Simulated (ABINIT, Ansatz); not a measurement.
# CaC2 (Immm): G0W0 with ABINIT, start to end, part 3 of 3

How does a plane-wave GW calculation on CaC2 (Immm) run from the first input to the gap?

ABINIT 10.8.3; PBEsol and many-body steps on it, plane waves. Known limits of the many-body steps: not at the basis limit; coarse k mesh.

So far. Step 3 (Bands along the symmetry lines): The gap is 2.293 eV, −0.049 eV from the run before at this level. Step 4 (Empty states on the mesh, 4×4×4 mesh, 37 bands): On this mesh the gap is 2.291 eV.

### Step 5. Screening, 4×4×4 mesh, 33 bands, screening to 98 eV

The RPA dielectric matrix is built and inverted for each q.

This step: RPA screening on PBEsol, plane waves, norm-conserving pseudopotentials.

The input, run.abi:

```
acell 3*1.0 Angstrom
rprim 
  -1.894876555000 2.443261230000 2.680131180000
  1.894876555000 -2.443261230000 2.680131180000
  1.894876555000 2.443261230000 -2.680131180000
ntypat 2
znucl 20 6
natom 3
typat 1 2 2
xred 
  0.000000000000 0.000000000000 0.000000000000
  0.371239070000 0.500000000000 0.871239070000
  0.628760930000 0.500000000000 0.128760930000
pp_dirpath "pseudos"
pseudos "Ca.upf, C.upf"
ecut 37
ngkpt 4 4 4
nshiftk 1
shiftk 0 0 0
kptopt 1
chksymbreak 0
istwfk *1
occopt 1
irdwfk 1
optdriver 3
nband 33
ecuteps 3.6
inclvkb 2
awtr 1
symchi 1
indata_prefix "in"
outdata_prefix "out"
tmpdata_prefix "tmp"
```

Started as:

```sh
> OMP_NUM_THREADS=1 mpirun -n 4 abinit run.abi > log
```

Numbers of over 12 decimals in the logs are rounded to 6 here.

Output:

```text
.Version 10.8.3 of ABINIT. v10.8.2 released Aug 2026.

 Symmetries : space group Im m m (# 71); Bravais oI (body-center ortho.)
[... echo of the input left out ...]
== DATASET  1 ==================================================================
-   mpi_nproc: 4, omp_nthreads: 1 (-1 if OMP is not activated)

--- !DatasetInfo
iteration_state: {dtset: 1, }
dimensions: {natom: 3, nkpt: 18, mband: 33, nsppol: 1, nspinor: 1, nspden: 1, mpw: 3625, }
cutoff_energies: {ecut:  37.0, pawecutdg:  -1.0, }
electrons: {nelect:   1.80000000E+01, charge:   0.00000000E+00, occopt:   1.00000000E+00, tsmear:   1.00000000E-02, }

 SCREENING: Calculation of the susceptibility and dielectric matrices

 Based on a program developped by R.W. Godby, V. Olevano, G. Onida, and L. Reining.
 Incorporated in ABINIT by V. Olevano, G.-M. Rignanese, and M. Torrent.
.Using double precision arithmetic ; gwpc =  8

[... cell and pseudopotentials left out ...]
--------------------------------------------------------------------------------

 ==== K-mesh for the wavefunctions ====
 Number of points in the irreducible wedge :    18
[... list of points left out ...]
 Together with  8 symmetry operations and time-reversal symmetry
 yields    64 points in the full Brillouin Zone.

 ==== Q-mesh for the screening function ====
 Number of points in the irreducible wedge :    18
[... list of points left out ...]
 Together with  8 symmetry operations and time-reversal symmetry
 yields    64 points in the full Brillouin Zone.

 setmesh: FFT mesh size selected  =    45x   45x   45
          total number of points  =        91125

 vcoul_init : cutoff-mode = AUXILIARY_FUNCTION
 q-points for optical limit:   1
     1)      0.000010    0.000020    0.000030

- screening: taking advantage of time-reversal symmetry
- Maximum band index for partially occupied states nbvw = 9
- Remaining bands to be divided among processors   nbcw = 24
- Number of bands treated by each node ~6

 Number of electrons calculated from density =   18.0000; Expected =   18.0000
 average of density, n =  0.053741
 r_s =    1.6439
 omega_plasma =   22.3620 [eV]

 calculating chi0 at frequencies [eV] :
  1    0.000000E+00    0.000000E+00
  2    0.000000E+00    2.236197E+01

--------------------------------------------------------------------------------
  q-point number  1        q = ( 0.000000, 0.000000, 0.000000) [r.l.u.]
--------------------------------------------------------------------------------
[... chi0 elements left out ...]
 For q-point:  0.000010 0.000020 0.000030
  dielectric constant =   3.6167
  dielectric constant without local fields =   4.3311

  Average fulfillment of the sum rule on Im[epsilon] for q-point    1 :     40.91  [%]
[... wings left out ...]
  q-point number  2        q = ( 0.250000, 0.000000, 0.000000) [r.l.u.]
--------------------------------------------------------------------------------
[... chi0 elements left out ...]
  Average fulfillment of the sum rule on Im[epsilon] for q-point    2 :     64.26  [%]

 [... 16 further q-points ...]
```

The job ended after 62 s (4 MPI ranks of Arm Neoverse V1, shared host; peak memory 1.9 GiB; 4.1 min of CPU time).

This step gave:

| Quantity | Value |
| --- | --- |
| ε∞ with local fields, on this mesh, along the program's q direction | 3.617 |
| the same without local fields | 4.331 |
| plasma frequency | 22.36 eV |
| plane waves in the screening matrix | 105 |

Local fields lower ε∞ by 16 %. On a Γ-centred mesh this coarse the value itself is usually too large, while a short band sum pulls it down.

### Step 6. Self-energy, 4×4×4 mesh, 33 bands, screening to 98 eV

The self-energy is evaluated for the states that the input lists, and the levels follow from it, in one-shot runs by the linearised quasiparticle equation.

This step: G0W0 on PBEsol, plane waves, norm-conserving pseudopotentials.

Edit run.abi of step 5 so:

```diff
@@ -24,8 +24,17 @@
 irdwfk 1
-optdriver 3
+optdriver 4
 nband 33
+gwcalctyp 0
+ecutsigx 37
+symsigma 1
+nkptgw 2
+kptgw 
+  0.2500000000 -0.2500000000 0.2500000000
+  0.0000000000 0.0000000000 0.0000000000
+bdgw 
+  8 11
+  8 11
 ecuteps 3.6
-inclvkb 2
-awtr 1
-symchi 1
+irdscr 1
+ppmodel 1
 indata_prefix "in"
```

Output:

```text
.Version 10.8.3 of ABINIT. v10.8.2 released Aug 2026.

 Symmetries : space group Im m m (# 71); Bravais oI (body-center ortho.)
[... echo of the input left out ...]
== DATASET  1 ==================================================================
-   mpi_nproc: 4, omp_nthreads: 1 (-1 if OMP is not activated)

--- !DatasetInfo
iteration_state: {dtset: 1, }
dimensions: {natom: 3, nkpt: 18, mband: 33, nsppol: 1, nspinor: 1, nspden: 1, mpw: 3625, }
cutoff_energies: {ecut:  37.0, pawecutdg:  -1.0, }
electrons: {nelect:   1.80000000E+01, charge:   0.00000000E+00, occopt:   1.00000000E+00, tsmear:   1.00000000E-02, }

 SIGMA: Calculation of the GW corrections

 Based on a program developped by R.W. Godby, V. Olevano, G. Onida, and L. Reining.
 Incorporated in ABINIT by V. Olevano, G.-M. Rignanese, and M. Torrent.
.Using double precision arithmetic ; gwpc =  8

[... cell and pseudopotentials left out ...]
--------------------------------------------------------------------------------

 ==== K-mesh for the wavefunctions ====
 Number of points in the irreducible wedge :    18
[... list of points left out ...]
 Together with  8 symmetry operations and time-reversal symmetry
 yields    64 points in the full Brillouin Zone.

 ==== Q-mesh for screening function ====
 Number of points in the irreducible wedge :    18
[... list of points left out ...]
 Together with  8 symmetry operations and time-reversal symmetry
 yields    64 points in the full Brillouin Zone.

 vcoul_init : cutoff-mode = AUXILIARY_FUNCTION
 q-points for optical limit:   1
     1)      0.000010    0.000020    0.000030
 setmesh: FFT mesh size selected  =    72x   72x   72
          total number of points  =       373248

 Number of electrons calculated from density =   18.0000; Expected =   18.0000
 average of density, n =  0.053741
 r_s =    1.6439
 omega_plasma =   22.3620 [eV]

 === KS Band Gaps ===
  >>>> For spin  1
   Minimum direct gap =   2.6016 [eV], located at k-point      :   0.0000  0.0000  0.0000
   Fundamental gap    =   2.2910 [eV], Top of valence bands at :   0.2500 -0.2500  0.2500
                                       Bottom of conduction at :   0.0000  0.0000  0.0000
 SIGMA fundamental parameters:
 PLASMON POLE MODEL  1
 number of plane-waves for SigmaX                 3625
 number of plane-waves for SigmaC and W            105
 number of plane-waves for wavefunctions          3625
 number of bands                                    33
 number of independent spin polarizations            1
 number of spinorial components                      1
 number of k-points in IBZ                          18
 number of q-points in IBZ                          18
 number of symmetry operations                       8
 number of k-points in BZ                           64
 number of q-points in BZ                           64
 number of frequencies for dSigma/dE                 9
 frequency step for dSigma/dE [eV]                0.25
 number of omega for Sigma on real axis              0
 max omega for Sigma on real axis  [eV]           0.00
 zcut for avoiding poles [eV]                     0.10

 EPSILON^-1 parameters (SCR file):
 dimension of the eps^-1 matrix on file            105
 dimension of the eps^-1 matrix used               105
 number of plane-waves for wavefunctions          3625
 number of bands                                    33
 number of q-points in IBZ                          18
 number of frequencies                               2
 number of real frequencies                          1
 number of imag frequencies                          1

 matrix elements of self-energy operator (all in [eV])

 Perturbative Calculation

--- !SelfEnergy_ee
iteration_state: {dtset: 1, }
kpoint     : [   0.250,   -0.250,    0.250, ]
spin       : 1
KS_gap     :    4.080
QP_gap     :    6.353
Delta_QP_KS:    2.273
data: !SigmaeeData |
     Band     E0 <VxcDFT>   SigX SigC(E0)      Z dSigC/dE  Sig(E)    E-E0       E
        8   1.521 -13.476 -16.450   2.415   0.786  -0.272 -13.916  -0.440   1.081
        9   2.476 -14.677 -18.791   3.670   0.780  -0.282 -15.023  -0.347   2.130
       10   6.557 -12.439  -7.022  -3.044   0.812  -0.232 -10.513   1.927   8.483
       11   7.757 -12.430  -6.023  -3.702   0.821  -0.219 -10.211   2.220   9.977

--- !SelfEnergy_ee
iteration_state: {dtset: 1, }
kpoint     : [   0.000,    0.000,    0.000, ]
spin       : 1
KS_gap     :    2.602
QP_gap     :    4.771
Delta_QP_KS:    2.169
data: !SigmaeeData |
     Band     E0 <VxcDFT>   SigX SigC(E0)      Z dSigC/dE  Sig(E)    E-E0       E
        8   1.909 -13.995 -16.826   2.291   0.790  -0.266 -14.422  -0.427   1.482
        9   2.166 -13.899 -16.676   2.272   0.788  -0.269 -14.297  -0.398   1.767
       10   4.767 -11.381  -6.486  -2.737   0.820  -0.219  -9.611   1.771   6.538
       11   6.030 -13.053  -7.651  -2.765   0.815  -0.227 -10.904   2.150   8.180

== END DATASET(S) ==============================================================
================================================================================

 -outvars: echo values of variables after computation  --------
           etotal      0.0000000000E+00
            nband          33
             nkpt          18
          spgroup          71
 [... the other variables as echoed above ...]

 Calculation completed.
```

Wall time 11 s (4 MPI ranks); peak memory 1.9 GiB; 43 s of CPU time.

Numbers from this step:

```
G0W0 gap on the points computed              : 4.408 eV
starting gap on the mesh                     : 2.291 eV
k of the valence top                         : 0.25, -0.25, 0.25
k of the conduction bottom                   : 0, 0, 0
Z at the valence top                         : 0.78
Z at the conduction bottom                   : 0.82
least direct G0W0 gap on the computed points : 4.771 eV
```

The gap on the mesh goes from 2.29 eV to 4.41 eV, a correction of +2.12 eV. The start differs from the 2.34 eV found before because the two sample other k points.

Limits: finite bands, cutoff and mesh; coarse k mesh. v1 is the top filled band, c1 the lowest empty one. Levels before and after the correction, in eV, zero at the valence-band top of each column:

```tsv
	conduction bottom	valence top
Kohn-Sham	2.29	0.00
G0W0	4.41	0.00
```

```tsv
	level	energy (eV)
Kohn-Sham	(0.25 -0.25 0.25) v2	-0.955
Kohn-Sham	(0.25 -0.25 0.25) v1	0.000
Kohn-Sham	(0.25 -0.25 0.25) c1	4.080
Kohn-Sham	(0.25 -0.25 0.25) c2	5.281
Kohn-Sham	Γ v2	-0.568
Kohn-Sham	Γ v1	-0.310
Kohn-Sham	Γ c1	2.291
Kohn-Sham	Γ c2	3.554
G0W0	(0.25 -0.25 0.25) v2	-1.049
G0W0	(0.25 -0.25 0.25) v1	0.000
G0W0	(0.25 -0.25 0.25) c1	6.353
G0W0	(0.25 -0.25 0.25) c2	7.847
G0W0	Γ v2	-0.648
G0W0	Γ v1	-0.363
G0W0	Γ c1	4.408
G0W0	Γ c2	6.050
```

### Step 7. Where the time went

Times are wall times on 4 MPI ranks of Arm Neoverse V1, shared host, good to a factor of about two.

```tsv
step	time	share	memory (GiB)
ground state	29 s	18 %	0.34
bands along the symmetry lines	38 s	25 %	0.33
empty states on the mesh	16 s	11 %	0.29
screening	62 s	40 %	1.9
self-energy	11 s	7 %	1.9
```

### Step 8. Summary of results

```yaml
pbesol_gap: 2.29 eV, indirect
g0w0_gap_on_the_mesh: 4.41 eV
gw_settings: 4×4×4 mesh, 33 bands, screening to 98 eV, Godby-Needs plasmon pole
known_limits: not at the basis limit; coarse k mesh
```

In words: G0W0 moves the gap on the mesh from 2.29 eV to 4.41 eV (+2.12 eV), with Z of 0.78 and 0.82 at the edges. Local fields lower the RPA ε∞ on this mesh from 4.33 to 3.62; a Γ-centred mesh this coarse tends to raise both, most where the direct gap is narrow, while a short band sum lowers them. Only 2 of the mesh's irreducible points were corrected, so a valley elsewhere could overtake. The dearest step here is «screening». Bands and cutoff are finite, so the gap is not at the basis limit. The miss can reach some tenths of an eV and take either sign; the mesh is an error of its own. In the G0W0 run levels were corrected at 2 k points alone, so a gap called «on the mesh» is the least over those, and an edge elsewhere would be missed. The 4×4×4 mesh is coarse for this cell, which bears on the long-range parts of exchange and screening.

[Paths, hosts, dates, memory and timing lines, banners, echoed tables and standing remarks are left out of the program output.]

[Logs are printed without paths, hosts, clocks, repeated set-up lines and the standing remarks that a program may print on its own settings, such as how far it seeks lower states.]

[Runs of the session that timed out or met a known fault of the program may be left out.]

[Hosts, paths, dates, database ids (printed as entryN), source tags and the programs' standing remarks are cut or masked in the printed files.]

[G0W0 gaps are taken among the corrected bands and points alone; a level outside them can change the order at an edge.]

[Where Ansatz stands beside ABINIT at settings called matched, ABINIT's density can come from a denser mesh and the files from another edition; pairs whose starting gaps differed by over 0.03 eV were left out, so agreement reads better than it is.]
